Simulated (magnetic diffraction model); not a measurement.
# Which magnetic order? KCr₂NiO₈

Space group C2/m (no. 12), a = 17.8000 Å, b = 5.5200 Å, c = 8.7940 Å, β = 116.59°.

```csv
site,atom,x,y,z
2d,Ni,0,1/2,1/2
2a,Ni,0,0,0
4i,Cr,0.4001,0,0.7737
4i,Cr,0.3949,1/2,0.2631
4i,K,0.2474,1/2,0.7529
8j,O,0.4094,0.2501,0.8790
8j,O,0.4069,0.7542,0.3769
4i,O,0.4653,0,0.6900
4i,O,0.4687,1/2,0.1947
4i,O,0.3012,0,0.6134
4i,O,0.3003,1/2,0.1105
```

This is a made-up structure (elements placed in a structure type, unrelaxed), so the numbers test the method and describe no known phase.

Only Ni is taken to order (form factors of Ni3+); orders and moment sizes are assumed, and not adapted to the symmetry. Radiation: neutrons of λ = 2.0775 Å, 2° to 35°; isotropic B of 0.55 Å² (Ni), 0.71 Å² (Cr), 0.65 Å² (K) and 0.89 Å² (O). The intensities are simulated: I ∝ L Σ (|F_N|² + |F_M⊥|²) for unpolarised neutrons, with F_M = 2.695 fm/μB × Σ f(s) S exp(2πi Q·r) exp(−B s²) at Q = H ± k (one set where k and −k are equivalent), only the part normal to Q counting and L = 1/(sin²θ cos θ). For a modulated order the moment at position r is S exp(−2πi k·r) + c.c., with S = m/2 for a sine wave of amplitude m and S = m(u + iv)/2 for moments turning in a plane, u and v being orthogonal unit vectors in it; the phase factor of the sum at Q = H + k is then exp(2πi H·r). Form factors are spin-only for 3d ions and dipole or tabulated for f ions, scattering lengths are Sears's of 1992, and absorption is left out. A label names one of the reflections at its angle. The strongest nuclear line in the range is 100, and lines under 0.2 are left out.

Above the ordering temperature:

```csv
2θ (°),index,I
15.00,(2 0 0),100.0
25.68,(1 1 -1),8.4
27.37,(2 0 -2),20.4
29.50,(1 1 1),99.5
30.24,(3 1 -1),4.1
30.26,(4 0 0),0.8
30.64,(0 0 2),2.6
32.05,(4 0 -2),54.5
```

Below it (cell unchanged):

```
2θ (°)      I
 14.57    0.4
 15.00  100.0
 15.14    0.4
 15.91    0.3
 16.70    0.3
 22.52    0.7
 23.52    0.6
 25.68    8.4
 27.37   20.4
 29.50   99.5
 30.24    4.1
 30.26    0.8
 30.41    0.3
 30.64    2.6
 32.05   54.5
 32.65    0.2
```

**Question.** Find the propagation vector, then choose among these models:
A. a sine wave with moments along [100] (amplitudes given), 0.93 μB on Ni; signs + at (0, 1/2, 1/2), − at (0, 0, 0)
B. a sine wave with moments along [010] (amplitudes given), 0.93 μB on Ni; signs + at (0, 1/2, 1/2), − at (0, 0, 0)
C. a sine wave with moments along [001] (amplitudes given), 0.93 μB on Ni; signs + at (0, 1/2, 1/2), − at (0, 0, 0)
D. moments turning in the plane of [100] and [001], 0.93 μB on Ni; signs + at (0, 1/2, 1/2), − at (0, 0, 0)

The new lines index as (1/5 0 -1) at 14.57°, (9/5 0 -1) at 15.14°, (1/5 0 1) at 15.91° and (11/5 0 -1) at 16.70°, that is as H ± k with k = (1/5 0 0). Satellites come in pairs about each point of the reciprocal lattice.

Magnetic intensity, observed (below minus above) and for each model:

| 2θ (°) | index | observed | A | B | C | D |
| --- | --- | --- | --- | --- | --- | --- |
| 22.52 | (4/5 1 0) | 0.7 | 0.3 | <0.2 | 0.3 | 0.7 |
| 23.52 | (6/5 1 0) | 0.6 | 0.3 | <0.2 | 0.3 | 0.6 |

Model D matches.

The structure used: k = (1/5 0 0), moments turning in the plane of [100] and [001], 0.93 μB on Ni; signs + at (0, 1/2, 1/2), − at (0, 0, 0).

[Logs are printed without paths, hosts, clocks, repeated set-up lines and the standing remarks that a program may print on its own settings, such as how far it seeks lower states.]
